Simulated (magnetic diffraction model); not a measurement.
# Magnetic neutron pattern of YbB2Pd3

Space group P6/mmm (no. 191), a = 5.5960 Å, c = 2.9960 Å.

| site | atom | x | y | z |
| --- | --- | --- | --- | --- |
| 1a | Yb | 0 | 0 | 0 |
| 3g | Pd | 0 | 1/2 | 1/2 |
| 2c | B | 2/3 | 1/3 | 0 |

This is a made-up structure (elements placed in a structure type, unrelaxed), so the numbers test the method and describe no known phase.

Only Yb is taken to order (form factors of Yb3+); orders and moment sizes are assumed, and not adapted to the symmetry. Radiation: neutrons of λ = 2.567 Å (absorption by B left out), 5° to 80°; isotropic B of 0.48 Å² (Yb), 0.62 Å² (Pd) and 0.81 Å² (B). The intensities are simulated: I ∝ L Σ (|F_N|² + |F_M⊥|²) for unpolarised neutrons, with F_M = 2.695 fm/μB × Σ f(s) S exp(2πi Q·r) exp(−B s²) at Q = H ± k (one set where k and −k are equivalent), only the part normal to Q counting and L = 1/(sin²θ cos θ). For collinear order S is the moment m, which repeats by lattice and centring translations R with the sign exp(−2πi k·R). Form factors are spin-only for 3d ions and dipole or tabulated for f ions, scattering lengths are Sears's of 1992, and absorption is left out. A label names one of the reflections at its angle. The strongest nuclear line in the range is 100, and lines under 0.2 are left out.

Assume the order k = (0 0 0), collinear moments along [101], 0.81 μB on Yb.

Q: Where does magnetic intensity appear, and how strong is it?

| 2θ (°) | index | nuclear | magnetic |
| --- | --- | --- | --- |
| 30.71 | (1 0 0) | 0.5 | 0.8 |
| 50.73 | (0 0 1) | 1.1 | 0.1 |
| 54.61 | (1 1 0) | 29.7 | 0.2 |
| 60.48 | (1 0 1) | 29.7 | 0.5 |
| 63.97 | (2 0 0) | 49.1 | 0.2 |
| 77.75 | (1 1 1) | 100.0 | 0.3 |

The strongest magnetic line in the range is (1 0 0) at 30.71° (0.8). On top of the Lorentz factor, which all lines share, magnetic lines fade with angle because f falls: for Yb3+ it is 0.97, 0.88, 0.76 and 0.51 at sin θ/λ = 0.1, 0.2, 0.3 and 0.5 Å⁻¹, while nuclear lengths stay constant. The net moment is 0.81 μB a primitive cell.
